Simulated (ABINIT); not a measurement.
# LiH (Fm-3m): G0W0 in ABINIT against the wavefunction cutoff in GW, part 2 of 2

Aim: move the wavefunction cutoff in GW of a G0W0 run on LiH (Fm-3m) over a wide range.

ABINIT 10.8.3; PBE and many-body steps on it, plane waves. Known limits of the many-body steps: not at the basis limit.

So far. Step 2 (Screening, 8×8×8 mesh, 79 bands, screening to 261.2 eV): Local fields lower ε∞ by 9 %. Step 5 (16.5 Ha): The gap on the mesh goes from 3.02 eV to 4.98 eV, a correction of +1.95 eV.

The database entry behind the starting cell differs from later determinations by our own check (the deuteride, about 0.2 % short), so it need not match the best structure at ambient conditions.

## 6. Screening, 8×8×8 mesh, 79 bands, screening to 261.2 eV

This step: RPA screening on PBE, plane waves, norm-conserving pseudopotentials.

Contents of run.abi:

```
acell 3*1.0 Angstrom
rprim 
  -0.000000000000 2.036750000000 2.036750000000
  2.036750000000 -0.000000000000 2.036750000000
  2.036750000000 2.036750000000 -0.000000000000
ntypat 2
znucl 3 1
natom 2
typat 1 2
xred 
  0.000000000000 0.000000000000 0.000000000000
  0.500000000000 0.500000000000 0.500000000000
pp_dirpath "pseudos"
pseudos "Li.upf, H.upf"
ecut 33
ngkpt 8 8 8
nshiftk 1
shiftk 0 0 0
kptopt 1
chksymbreak 0
istwfk *1
occopt 1
irdwfk 1
optdriver 3
nband 79
ecuteps 9.6
inclvkb 2
awtr 1
symchi 1
ecutwfn 24.8
indata_prefix "in"
outdata_prefix "out"
tmpdata_prefix "tmp"
```

Launch:

```console
> OMP_NUM_THREADS=1 mpirun -n 4 abinit run.abi > log
```

What it wrote:

```text
.Version 10.8.3 of ABINIT. v10.8.2 released Aug 2026.

 Symmetries : space group Fm -3 m (#225); Bravais cF (face-center cubic)
[... echo of the input left out ...]
== DATASET  1 ==================================================================
-   mpi_nproc: 4, omp_nthreads: 1 (-1 if OMP is not activated)

--- !DatasetInfo
iteration_state: {dtset: 1, }
dimensions: {natom: 2, nkpt: 29, mband: 79, nsppol: 1, nspinor: 1, nspden: 1, mpw: 692, }
cutoff_energies: {ecut:  24.8, pawecutdg:  -1.0, }
[...]
--------------------------------------------------------------------------------
[... chi0 elements left out ...]
 For q-point:  0.000010 0.000020 0.000030
  dielectric constant =   4.0090
  dielectric constant without local fields =   4.4044

  Average fulfillment of the sum rule on Im[epsilon] for q-point    1 :     89.74  [%]
[... wings left out ...]
  q-point number  2        q = ( 0.125000, 0.000000, 0.000000) [r.l.u.]
--------------------------------------------------------------------------------
[... chi0 elements left out ...]
  Average fulfillment of the sum rule on Im[epsilon] for q-point    2 :     98.18  [%]

 [... 27 further q-points ...]
```

The job ended after 28 s (4 MPI ranks of AMD EPYC 7R43, shared host; peak memory 0.73 GiB; 1.9 min of CPU time).

Numbers from this step:

| Property | Result |
| --- | --- |
| ε∞ with local fields, on this mesh, along the program's q direction | 4.009 |
| the same without local fields | 4.404 |
| plasma frequency | 18.07 eV |
| plane waves in the screening matrix | 169 |

## 7. 24.8 Ha

This step: G0W0 on PBE, plane waves, norm-conserving pseudopotentials.

run.abi, as its differences from that of step 6:

```diff
@@ -23,8 +23,17 @@
 irdwfk 1
-optdriver 3
+optdriver 4
 nband 79
+gwcalctyp 0
+ecutsigx 24.8
+symsigma 1
+nkptgw 2
+kptgw 
+  0.5000000000 0.5000000000 0.0000000000
+  0.0000000000 0.0000000000 0.0000000000
+bdgw 
+  1 5
+  1 6
 ecuteps 9.6
-inclvkb 2
-awtr 1
-symchi 1
+irdscr 1
+ppmodel 1
 ecutwfn 24.8
```

What it wrote:

```text
.Version 10.8.3 of ABINIT. v10.8.2 released Aug 2026.

 Symmetries : space group Fm -3 m (#225); Bravais cF (face-center cubic)
[... echo of the input left out ...]
== DATASET  1 ==================================================================
-   mpi_nproc: 4, omp_nthreads: 1 (-1 if OMP is not activated)

--- !DatasetInfo
iteration_state: {dtset: 1, }
dimensions: {natom: 2, nkpt: 29, mband: 79, nsppol: 1, nspinor: 1, nspden: 1, mpw: 692, }
cutoff_energies: {ecut:  24.8, pawecutdg:  -1.0, }
[...]
Band     E0 <VxcDFT>   SigX SigC(E0)      Z dSigC/dE  Sig(E)    E-E0       E
[...]
5  17.057  -8.961  -2.436  -5.393   0.719  -0.391  -8.147   0.814  17.871
        6  17.057  -8.961  -2.436  -5.393   0.719  -0.391  -8.147   0.814  17.871

== END DATASET(S) ==============================================================
================================================================================

 -outvars: echo values of variables after computation  --------
           etotal      0.0000000000E+00
            nband          79
             nkpt          29
          spgroup         225
 [... the other variables as echoed above ...]

 Calculation completed.
```

Wall time 14 s (4 MPI ranks); peak memory 0.9 GiB; 57 s of CPU time.

This step gave:

- G0W0 gap on the points computed: 4.952 eV
- starting gap on the mesh: 3.022 eV
- k of the valence top: 0.5, 0.5, 0
- k of the conduction bottom: 0.5, 0.5, 0
- least direct G0W0 gap on the computed points: 4.952 eV

Against the run before, the gap moves by −0.024 eV.

## 8. Screening, 8×8×8 mesh, 79 bands, screening to 261.2 eV

This step: RPA screening on PBE, plane waves, norm-conserving pseudopotentials.

run.abi, as its differences from that of step 7:

```diff
@@ -23,18 +23,8 @@
 irdwfk 1
-optdriver 4
+optdriver 3
 nband 79
-gwcalctyp 0
-ecutsigx 24.8
-symsigma 1
-nkptgw 2
-kptgw 
-  0.5000000000 0.5000000000 0.0000000000
-  0.0000000000 0.0000000000 0.0000000000
-bdgw 
-  1 5
-  1 6
 ecuteps 9.6
-irdscr 1
-ppmodel 1
-ecutwfn 24.8
+inclvkb 2
+awtr 1
+symchi 1
 indata_prefix "in"
```

What it wrote:

```text
.Version 10.8.3 of ABINIT. v10.8.2 released Aug 2026.

 Symmetries : space group Fm -3 m (#225); Bravais cF (face-center cubic)
[... echo of the input left out ...]
== DATASET  1 ==================================================================
-   mpi_nproc: 4, omp_nthreads: 1 (-1 if OMP is not activated)

--- !DatasetInfo
iteration_state: {dtset: 1, }
dimensions: {natom: 2, nkpt: 29, mband: 79, nsppol: 1, nspinor: 1, nspden: 1, mpw: 1056, }
cutoff_energies: {ecut:  33.0, pawecutdg:  -1.0, }
[...]
--------------------------------------------------------------------------------
[... chi0 elements left out ...]
 For q-point:  0.000010 0.000020 0.000030
  dielectric constant =   4.0090
  dielectric constant without local fields =   4.4044

  Average fulfillment of the sum rule on Im[epsilon] for q-point    1 :     89.78  [%]
[... wings left out ...]
  q-point number  2        q = ( 0.125000, 0.000000, 0.000000) [r.l.u.]
--------------------------------------------------------------------------------
[... chi0 elements left out ...]
  Average fulfillment of the sum rule on Im[epsilon] for q-point    2 :     98.19  [%]

 [... 27 further q-points ...]
```

Wall time 60 s (4 MPI ranks); peak memory 1 GiB.

This step gave:

| Property | Result |
| --- | --- |
| ε∞ with local fields, on this mesh, along the program's q direction | 4.009 |
| the same without local fields | 4.404 |
| plasma frequency | 18.07 eV |
| plane waves in the screening matrix | 169 |

## 9. 33 Ha

This step: G0W0 on PBE, plane waves, norm-conserving pseudopotentials.

run.abi, as its differences from that of step 8:

```diff
@@ -23,8 +23,17 @@
 irdwfk 1
-optdriver 3
+optdriver 4
 nband 79
+gwcalctyp 0
+ecutsigx 33
+symsigma 1
+nkptgw 2
+kptgw 
+  0.5000000000 0.5000000000 0.0000000000
+  0.0000000000 0.0000000000 0.0000000000
+bdgw 
+  1 5
+  1 6
 ecuteps 9.6
-inclvkb 2
-awtr 1
-symchi 1
+irdscr 1
+ppmodel 1
 indata_prefix "in"
```

What it wrote:

```text
.Version 10.8.3 of ABINIT. v10.8.2 released Aug 2026.

 Symmetries : space group Fm -3 m (#225); Bravais cF (face-center cubic)
[... echo of the input left out ...]
== DATASET  1 ==================================================================
-   mpi_nproc: 4, omp_nthreads: 1 (-1 if OMP is not activated)

--- !DatasetInfo
iteration_state: {dtset: 1, }
dimensions: {natom: 2, nkpt: 29, mband: 79, nsppol: 1, nspinor: 1, nspden: 1, mpw: 1056, }
cutoff_energies: {ecut:  33.0, pawecutdg:  -1.0, }
[...]
Band     E0 <VxcDFT>   SigX SigC(E0)      Z dSigC/dE  Sig(E)    E-E0       E
[...]
5  17.057  -8.964  -2.438  -5.393   0.720  -0.389  -8.148   0.816  17.872
        6  17.057  -8.964  -2.438  -5.393   0.720  -0.389  -8.148   0.816  17.872

== END DATASET(S) ==============================================================
================================================================================

 -outvars: echo values of variables after computation  --------
           etotal      0.0000000000E+00
            nband          79
             nkpt          29
          spgroup         225
 [... the other variables as echoed above ...]

 Calculation completed.
```

The job ended after 16 s (4 MPI ranks; peak memory 1.1 GiB; 62 s of CPU time).

Numbers from this step:

| Item | Value |
| --- | --- |
| G0W0 gap on the points computed | 4.955 eV |
| starting gap on the mesh | 3.022 eV |
| k of the valence top | 0.5, 0.5, 0 |
| k of the conduction bottom | 0.5, 0.5, 0 |
| least direct G0W0 gap on the computed points | 4.955 eV |

Against the run before, the gap moves by +0.003 eV.

## 10. Side by side

Times are wall times on 4 MPI ranks of AMD EPYC 7R43, shared host, good to a factor of about two. A run's time includes the screening step that it read.

```tsv
run	mesh	bands	screening cutoff (eV)	DFT gap (eV)	gap on the mesh (eV)	direct (eV)	ε∞ used	time
9.9 Ha	8×8×8	79	261.2	3.022	5.006	5.006	4.00	35 s
16.5 Ha	8×8×8	79	261.2	3.022	4.976	4.976	4.01	51 s
24.8 Ha	8×8×8	79	261.2	3.022	4.952	4.952	4.01	43 s
33 Ha	8×8×8	79	261.2	3.022	4.955	4.955	4.01	76 s
```

## 11. Outcome

| Property | Result |
| --- | --- |
| 9.9 Ha | 5.006 eV |
| 16.5 Ha | 4.976 eV |
| 24.8 Ha | 4.952 eV |
| 33 Ha | 4.955 eV |
| known limits | not at the basis limit |

The setting moved: wavefunction cutoff in GW. From 9.9 Ha to 33 Ha the gap moves by −0.05 eV, for 2.2 times the time. It holds to 0.03 eV from 16.5 Ha on. Bands and screening cutoff are coupled, so a series along one setting does not show full convergence. The exchange cutoff follows the wavefunction cutoff here. Bands and cutoff are finite, so the gap is not at the basis limit. The miss can reach some tenths of an eV and take either sign; the mesh is an error of its own. In the first G0W0 run levels were corrected at 2 k points alone, so a gap called «on the mesh» is the least over those, and an edge elsewhere would be missed.

[Paths, hosts, dates, memory and timing lines, banners, echoed tables and standing remarks are left out of the program output.]

[Logs are printed without paths, hosts, clocks, repeated set-up lines and the standing remarks that a program may print on its own settings, such as how far it seeks lower states.]

[Runs of the session that timed out or met a known fault of the program may be left out.]

[No measured gap is set beside runs whose start may be inverted or whose files or cutoffs have a known fault.]

[Hosts, paths, dates, database ids (printed as entryN), source tags and the programs' standing remarks are cut or masked in the printed files.]

[G0W0 gaps are taken among the corrected bands and points alone; a level outside them can change the order at an edge.]

[Where Ansatz stands beside ABINIT at settings called matched, ABINIT's density can come from a denser mesh and the files from another edition; pairs whose starting gaps differed by over 0.03 eV were left out, so agreement reads better than it is.]
